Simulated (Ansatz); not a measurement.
# Li2BeSi2 (built on the SrSi2Ag2 structure): following an unstable mode, part 2 of 2

Which phase does Li2BeSi2 (built on the SrSi2Ag2 structure) fall into along its unstable mode, and how much energy does it gain?

Ansatz 0.2.0; DFT PBEsol, scalar-relativistic, plane waves, PAW.

So far, highest frequency on path, mesh or solved points (cm⁻¹): step 2 (response at finite wavevector) 599. Also lowest frequency on the path (cm⁻¹): step 2 -144.

The structure was built from a prototype and need not be the compound's stable phase.

### 5. Energy along the mode, all amplitudes (two of the runs are shown above)

An imaginary frequency means negative curvature, so the energy should fall and then rise again as anharmonic terms take over.

This step gave:

```yaml
depth_at_the_lowest_point_sampled: 50.01 meV/atom
largest_atomic_shift_at_that_point: 0.45 Å
```

Energy from the parent against largest atomic shift:

```tsv
largest atomic shift (Å)	energy from the parent (meV/atom)
0.000	0
0.040	-0.8
0.080	-3.12
0.140	-8.94
0.220	-19.8
0.320	-35
0.450	-50.0
0.600	-49.9
```

Displacement at unit largest shift by atom:

```tsv
atom	x (Å)	y (Å)	z (Å)	size
Be1	0.000	0.000	0.000	0.000
Be2	0.000	0.000	0.000	0.000
Si3	-0.707	-0.707	0.000	1.000
Si4	0.707	0.707	0.000	1.000
Si5	0.707	0.707	0.000	1.000
Si6	-0.707	-0.707	0.000	1.000
Li7	0.000	0.000	0.597	0.597
Li8	0.000	0.000	-0.597	0.597
Li9	0.000	0.000	0.597	0.597
Li10	0.000	0.000	-0.597	0.597
```

The lowest step is at 0.45 Å, 50.0 meV/atom below the parent, and the energy rises beyond it.

### 6. Relaxing from the distorted cell

Starting from the lowest point found, all atoms and the cell are let go, so that strain and other modes of the same symmetry can join in.

The input, input.yaml:

```yaml
crystal:
  lattice:
    - [3.4384669955, 3.4384669955, 0.0]
    - [-3.4384669955, 3.4384669955, 0.0]
    - [-1.7192334977, 1.7192334977, 5.8929231129]
  atoms:
    - { symbol: Be, position: [0.5, 0.5, 0.0] }
    - { symbol: Be, position: [0.0, 0.0, 0.0] }
    - { symbol: Si, position: [-0.0925406735, 0.5930731158, 0.8138537683] }
    - { symbol: Si, position: [0.5925406735, 0.0930731158, 0.8138537683] }
    - { symbol: Si, position: [0.0925406735, 0.4069268842, 0.1861462317] }
    - { symbol: Si, position: [0.4074593265, 0.9069268842, 0.1861462317] }
    - { symbol: Li, position: [0.25, -0.0227858122, 0.5455716244] }
    - { symbol: Li, position: [0.75, 0.5227858122, 0.4544283756] }
    - { symbol: Li, position: [0.25, 0.4772141878, 0.5455716244] }
    - { symbol: Li, position: [0.75, 1.0227858122, 0.4544283756] }
kpoints:
  mp_grid: { grid: [8, 8, 8] }
hamiltonian:
  xc: pbesol
scf:
  occupations: { method: methfessel_paxton, width: 0.2 }
output:
  forces: true
  stress: true
  eigenvalues: true
relax:
  adjacent_minimum: "off"
  f_tol: 0.002
  max_steps: 120
  cell: { stress_tol: 0.03 }
```

Run with:

```sh
$ ansatz run input.yaml --threads 8 --pin off --max-ram 14336MiB --backend cpu --events-out ev --progress --plain --runs-dir out
```

Output:

```text
[...]
Crystal: 10 atoms, lattice volume = 139.345 Å³
Basis set: ecut = 420 eV, 2739 PW (Γ), exchange–correlation on 72×72×90 points (8 copies of the dense FFT grid, shifted against one another)
Bands: 26, of which v1, the nominal top of the filled ones, is band 16 counted from 1 (15 counted from 0)
Symmetry: 8 space group operations
[...]
k-points: 105 of 512
[...]
SCF iter   1: F=—  HF=-3476.873741 eV  |F-HF|=—  |Δ(HF+E_count)|=         —  Δρ=3.39e-3  dr2=1.89e-2  ethr=1.77e-3  ⟨swp⟩=7.5  Hψ=15533  notcnv=0
[...]
SCF iter   6: F=-3476.867367 eV  HF=-3476.867367 eV  |F-HF|=1.71e-10  |Δ(HF+E_count)|=   4.97e-7  S|Δr|=    0.00e0  Δρ=3.34e-6  dr2=1.52e-8  ethr=3.13e-10  ⟨swp⟩=7.8  Hψ=13276  notcnv=0
SCF 1 converged in 6 iterations: F = -3476.867367 eV  dr2 = 1.52e-8
[...]
relax step   1: F+E_penalty+E_count = -3476.86736736 eV  Δ(F+E_penalty+E_count) = +0.000e0 eV  max|allowed force component| = 8.018e-1 eV/Å  Δτ_max = 0.0000 Å  P = +0.093 GPa  Ω = 139.345 Å³  (6 SCF iters, dr2 threshold 1.00e-7 eV, accepted)
Crystal: 10 atoms, lattice volume = 141.374 Å³
Basis set: ecut = 420 eV, 2771 PW (Γ), exchange–correlation on 72×72×90 points (8 copies of the dense FFT grid, shifted against one another)
[...]
SCF iter   5: F=-3477.145566 eV  HF=-3477.145566 eV  |F-HF|=2.65e-7  |Δ(HF+E_count)|=   8.40e-6  S|Δr|=    0.00e0  Δρ=2.14e-5  dr2=8.31e-7  ethr=3.12e-9  ⟨swp⟩=6.2  Hψ=15361  notcnv=0
SCF 2 converged in 5 iterations: F = -3477.145566 eV  dr2 = 8.31e-7
relax step   2: F+E_penalty+E_count = -3477.14556596 eV  Δ(F+E_penalty+E_count) = -2.782e-1 eV  max|allowed force component| = 3.084e-1 eV/Å  Δτ_max = 0.1155 Å  P = +0.263 GPa  Ω = 141.374 Å³  energy of the carried Pulay correction = -2.411e-4 eV  (5 SCF iters, dr2 threshold 1.00e-6 eV, accepted)
Crystal: 10 atoms, lattice volume = 144.492 Å³
Basis set: ecut = 420 eV, 2831 PW (Γ), exchange–correlation on 72×72×90 points (8 copies of the dense FFT grid, shifted against one another)
[...]
SCF iter   6: F=-3477.266473 eV  HF=-3477.266473 eV  |F-HF|=1.56e-8  |Δ(HF+E_count)|=   1.13e-7  S|Δr|=    0.00e0  Δρ=5.74e-6  dr2=6.93e-8  ethr=3.12e-9  ⟨swp⟩=3.9  Hψ=6871  notcnv=0
SCF 3 converged in 6 iterations: F = -3477.266473 eV  dr2 = 6.93e-8
relax step   3: F+E_penalty+E_count = -3477.26647255 eV  Δ(F+E_penalty+E_count) = -1.209e-1 eV  max|allowed force component| = 1.517e-1 eV/Å  Δτ_max = 0.0865 Å  P = -0.337 GPa  Ω = 144.492 Å³  energy of the carried Pulay correction = -6.047e-4 eV  (6 SCF iters, dr2 threshold 1.00e-6 eV, accepted)
[... from here on, the SCF cycles and remarks between the steps are left out ...]
relax step   4: F+E_penalty+E_count = -3477.39836399 eV  Δ(F+E_penalty+E_count) = -1.319e-1 eV  max|allowed force component| = 7.950e-2 eV/Å  Δτ_max = 0.1512 Å  P = -0.604 GPa  Ω = 144.484 Å³  energy of the carried Pulay correction = -6.039e-4 eV  (6 SCF iters, dr2 threshold 1.00e-6 eV, accepted)
relax step   5: F+E_penalty+E_count = -3477.57005780 eV  Δ(F+E_penalty+E_count) = -1.717e-1 eV  max|allowed force component| = 3.173e-1 eV/Å  Δτ_max = 0.1402 Å  P = +0.080 GPa  Ω = 141.899 Å³  energy of the carried Pulay correction = -3.029e-4 eV  (6 SCF iters, dr2 threshold 1.00e-6 eV, accepted)
relax step   6: F+E_penalty+E_count = -3477.76606537 eV  Δ(F+E_penalty+E_count) = -1.960e-1 eV  max|allowed force component| = 3.369e-1 eV/Å  Δτ_max = 0.0941 Å  P = +1.072 GPa  Ω = 138.417 Å³  energy of the carried Pulay correction = +1.114e-4 eV  (5 SCF iters, dr2 threshold 1.00e-6 eV, accepted)
relax step   7: F+E_penalty+E_count = -3477.86694693 eV  Δ(F+E_penalty+E_count) = -1.009e-1 eV  max|allowed force component| = 2.271e-1 eV/Å  Δτ_max = 0.0530 Å  P = +2.241 GPa  Ω = 134.413 Å³  energy of the carried Pulay correction = +6.008e-4 eV  (6 SCF iters, dr2 threshold 1.00e-6 eV, accepted)
relax step   8: F+E_penalty+E_count = -3477.51084425 eV  Δ(F+E_penalty+E_count) = +3.561e-1 eV  max|allowed force component| = 7.015e-1 eV/Å  Δτ_max = 0.1247 Å  P = +2.941 GPa  Ω = 134.014 Å³  energy of the carried Pulay correction = +6.503e-4 eV  (6 SCF iters, dr2 threshold 1.00e-6 eV, rejected (line search))
relax step   9: F+E_penalty+E_count = -3477.93657607 eV  Δ(F+E_penalty+E_count) = -6.963e-2 eV  max|allowed force component| = 1.389e-1 eV/Å  Δτ_max = 0.0668 Å  P = -0.235 GPa  Ω = 141.694 Å³  energy of the carried Pulay correction = -2.787e-4 eV  (9 SCF iters, accepted)
relax step  10: F+E_penalty+E_count = -3477.96107564 eV  Δ(F+E_penalty+E_count) = -2.450e-2 eV  max|allowed force component| = 4.281e-2 eV/Å  Δτ_max = 0.0344 Å  P = +0.331 GPa  Ω = 140.992 Å³  energy of the carried Pulay correction = -1.960e-4 eV  (5 SCF iters, dr2 threshold 1.00e-6 eV, accepted)
relax step  11: F+E_penalty+E_count = -3477.96250657 eV  Δ(F+E_penalty+E_count) = -1.431e-3 eV  max|allowed force component| = 1.166e-2 eV/Å  Δτ_max = 0.0043 Å  P = -0.133 GPa  Ω = 141.603 Å³  energy of the carried Pulay correction = -2.681e-4 eV  (4 SCF iters, dr2 threshold 1.00e-6 eV, accepted)
relax step  12: F+E_penalty+E_count = -3477.96283326 eV  Δ(F+E_penalty+E_count) = -3.267e-4 eV  max|allowed force component| = 2.776e-4 eV/Å  Δτ_max = 0.0011 Å  P = -0.006 GPa  Ω = 141.404 Å³  energy of the carried Pulay correction = -2.446e-4 eV  (3 SCF iters, dr2 threshold 3.13e-7 eV, accepted)
relax step  13: F+E_penalty+E_count = -3477.98686145 eV  Δ(F+E_penalty+E_count) = -2.403e-2 eV  max|allowed force component| = 2.111e-3 eV/Å  Δτ_max = 0.0000 Å  P = +0.143 GPa  Ω = 141.404 Å³  stress off target by 3.53e-1 GPa  SCF on the basis re-selected at this cell (its energy is not comparable with the rows above)  (6 SCF iters)
relax step  14: F+E_penalty+E_count = -3477.98725681 eV  Δ(F+E_penalty+E_count) = -3.954e-4 eV  max|allowed force component| = 2.775e-3 eV/Å  Δτ_max = 0.0032 Å  P = -0.004 GPa  Ω = 141.707 Å³  energy of the carried Pulay correction = -3.692e-5 eV  (4 SCF iters, dr2 threshold 3.11e-7 eV, accepted)
relax step  15: F+E_penalty+E_count = -3477.98726245 eV  Δ(F+E_penalty+E_count) = -5.633e-6 eV  max|allowed force component| = 1.683e-4 eV/Å  Δτ_max = 0.0005 Å  P = +0.000 GPa  Ω = 141.702 Å³  energy of the carried Pulay correction = -3.654e-5 eV  (5 SCF iters, dr2 threshold 4.81e-10 eV, accepted)
[...]
SCF iter   4: F=-3477.987301 eV  HF=-3477.987301 eV  |F-HF|=7.28e-12  |Δ(HF+E_count)|=  4.25e-10  S|Δr|=    0.00e0  Δρ=9.68e-8  dr2=1.31e-11  ethr=1.00e-12  ⟨swp⟩=4.8  Hψ=12633  notcnv=0
SCF 16 converged in 4 iterations: F = -3477.987301 eV  dr2 = 1.31e-11
relax step  16: F+E_penalty+E_count = -3477.98730056 eV  Δ(F+E_penalty+E_count) = -3.811e-5 eV  max|allowed force component| = 1.690e-4 eV/Å  Δτ_max = 0.0000 Å  P = +0.001 GPa  Ω = 141.702 Å³  stress off target by 2.73e-3 GPa  SCF on the basis re-selected at this cell (its energy is not comparable with the rows above)  (4 SCF iters)
[...]
SCF converged after 4 iterations
[...]
Free energy (F): -3477.987301 eV
[...]
Internal energy: -3477.989377 eV  (E = F + TS)
E sigma→0 (E₀):  -3477.987820 eV
Entropy (-TS):   0.002076 eV (0.208 meV/atom)
Fermi energy:    5.856455 eV
[...]
--- Forces (eV/Å), atoms counted from 1 ---
  atom   1  Be    -0.00000000    -0.00000000     0.00000000
  atom   2  Be     0.00000000     0.00000000    -0.00000000
  atom   3  Si     0.00015484     0.00015484     0.00012043
  atom   4  Si    -0.00015484    -0.00015484     0.00012043
  atom   5  Si    -0.00015484    -0.00015484    -0.00012043
  atom   6  Si     0.00015484     0.00015484    -0.00012043
  atom   7  Li    -0.00000000     0.00000000    -0.00016905
  atom   8  Li     0.00000000    -0.00000000     0.00016905
  atom   9  Li    -0.00000000     0.00000000    -0.00016905
  atom  10  Li     0.00000000    -0.00000000     0.00016905
  max |Σ_I F_I| component: 3.47e-18 eV/Å
--- Stress (GPa, compression-positive) ---
        0.001011      -0.001722      -0.000000
       -0.001722       0.001011       0.000000
       -0.000000       0.000000      -0.000184
  P = ⅓ Tr σ = 0.0006 GPa (0.006 kbar)
--- Band table (eV; the first three rows and the last of 105) ---
  k-point 0: bands = [... 12 lower, 3.2501, 3.4695, 4.2432, 5.0414, 5.4341, 5.7105, 7.2152, 7.8775, ... 6 higher]
  k-point 1: bands = [... 12 lower, 3.3165, 3.5511, 4.2756, 4.7465, 4.9457, 6.3023, 7.2788, 7.9091, ... 6 higher]
  k-point 2: bands = [... 12 lower, 3.4138, 3.4813, 4.3026, 4.5304, 4.7475, 7.0518, 7.7708, 8.3997, ... 6 higher]
  k-point 104: bands = [... 12 lower, 4.3834, 4.3834, 6.0431, 6.0431, 6.3508, 6.3508, 7.3689, 7.3689, ... 6 higher]
--- Relaxed structure (14 steps of the walk, 13 accepted, 2 SCFs on fresh bases) ---
  F+E_penalty+E_count = -3477.98730056 eV   max|allowed force component| = 1.690e-4 eV/Å   (the final SCF, on the basis selected at the relaxed cell)
  cell:  # Å, volume = 141.7022 Å³
    - [4.193437, 4.193437, -3.792055e-18]
    - [-3.651757, 3.651757, 3.098430e-11]
    - [-1.825878, 1.825878, 4.626736]
  atoms:
    - { symbol: Be, position: [0.500000, 0.5, 9.272782e-19] }
    - { symbol: Be, position: [-5.553495e-19, -5.125130e-19, 9.272782e-19] }
    - { symbol: Si, position: [-0.157291, 0.578780, 0.842440] }
    - { symbol: Si, position: [0.657291, 0.078780, 0.842440] }
    - { symbol: Si, position: [0.157291, 0.421220, 0.157560] }
    - { symbol: Si, position: [0.342709, 0.921220, 0.157560] }
    - { symbol: Li, position: [0.25, -0.069881, 0.639761] }
    - { symbol: Li, position: [0.750000, 0.569881, 0.360239] }
    - { symbol: Li, position: [0.250000, 0.430119, 0.639761] }
    - { symbol: Li, position: [0.750000, 1.069881, 0.360239] }
```

It took 43 s on 8 threads of Arm Neoverse V2, shared host; peak memory 0.79 GiB.

Step by step:

```tsv
step	energy less that of the first step (eV)	largest force component (eV/Å)	pressure (GPa)	volume (Å³)
1	0.0000	0.8018	0.09	139.34
2	-0.2782	0.3084	0.26	141.37
3	-0.3991	0.1517	-0.34	144.49
4	-0.5310	0.0795	-0.60	144.48
5	-0.7027	0.3173	0.08	141.90
6	-0.8987	0.3369	1.07	138.42
7	-0.9996	0.2271	2.24	134.41
8	-0.6435	0.7015	2.94	134.01
9	-1.0692	0.1389	-0.23	141.69
10	-1.0937	0.0428	0.33	140.99
11	-1.0951	0.0117	-0.13	141.60
12	-1.0955	0.0003	-0.01	141.40
13*	-1.1195	0.0021	0.14	141.40
14	-1.1199	0.0028	0.00	141.71
15	-1.1199	0.0002	0.00	141.70
16*	-1.1199	0.0002	0.00	141.70
```

Relaxation steps marked * repeat the geometry before them on a plane-wave basis chosen anew for their cell, so energy and pressure can jump there. Relaxation step 8 was tried and not accepted.

The run keeps the 8 symmetry operations that the program found, so distortions that break them were not tested.

```tsv
cell as run	before	after	change
a (Å)	4.863	5.930	+22.0 %
b (Å)	4.863	5.164	+6.2 %
c (Å)	6.375	5.299	-16.9 %
α (°)	67.58	60.83	-10.0 %
volume (Å³/atom)	13.93	14.17	+1.7 %
```

The atoms that moved most (Å, as changes of fractional coordinates times the final cell):

```tsv
atom	dx	dy	dz	length
Li8	0.000	0.000	-0.436	0.436
Li10	0.000	0.000	-0.436	0.436
Li9	0.000	0.000	0.436	0.436
Li7	0.000	0.000	0.436	0.436
Si5	0.272	0.272	-0.132	0.406
Si3	-0.272	-0.272	0.132	0.406
Si6	-0.272	-0.272	-0.132	0.406
Si4	0.272	0.272	0.132	0.406
```

Final coordinates:

```xyz
10
Lattice="4.1934 4.1934 0.0000 -3.6518 3.6518 0.0000 -1.8259 1.8259 4.6267" Properties=species:S:1:pos:R:3 pbc="T T T"
Be    0.2708    3.9226    0.0000
Be    0.0000    0.0000    0.0000
Si   -4.3113    2.9922    3.8977
Si    0.9304    4.5822    3.8977
Si   -1.1663    2.4855    0.7290
Si   -2.2146    5.0889    0.7290
Li    0.1354    1.9613    2.9600
Li    0.4063    5.8839    1.6667
Li   -1.6905    3.7872    2.9600
Li   -1.4196    7.7098    1.6667
```

This step gave:

```yaml
pressure: 6.13e-4 GPa
volume_per_atom: 14.17 Å³
```

The distorted start has space group Cmce; the relaxation ends in Cmce.

### 7. Results

| Item | Value |
| --- | --- |
| unstable mode of the parent | q = (0, 0, -0.5), 144i cm⁻¹ |
| depth at the lowest point sampled | 50.0 meV/atom |
| largest atomic shift at that point | 0.45 Å |
| space group reached | Cmce |
| energy gained over the parent (first relaxation, on the mesh of the frozen mode) | 162 meV/atom |
| volume per atom, phase reached | 14.2 Å³ |

Along this mode the structure falls into Cmce, 162 meV/atom below the parent. At the parent's cell the well is 50.01 meV/atom deep on the steps tried, with its lowest point at a shift of 0.45 Å. Relaxing atoms and cell changes the gain by +111.97 meV/atom against the lowest step (energies at zero smearing). Most of the total comes from this relaxation. The modes of the phase reached were not computed. Of the 2 patterns followed from this parent, this one ends 77.6 meV/atom above the lowest, Cmmm. Each path keeps the symmetry of its pattern, so a lower phase may lie along a pattern not tried. The q mesh stands for a supercell only 6.9 Å across, so branches between the solved wavevectors are rough. With no gap, or one that is small against the smearing, the frequencies hang on the k mesh and the smearing, most of all near Kohn anomalies. A phonon run warned that its eigensolver left some bands unconverged in a pass. The starting cell was built on a prototype and not taken from a measurement, so the phase need not exist.

[Long decimals in the printed logs are rounded to 6 places.]

[Logs are printed without paths, hosts, clocks, repeated set-up lines and the standing remarks that a program may print on its own settings, such as how far it seeks lower states.]

[Hosts, paths, dates, database ids (printed as entryN), source tags and the programs' standing remarks are cut or masked in the printed files.]

[Where the starting crystal was built by hand or by swapping elements, it need not be the compound's stable phase.]
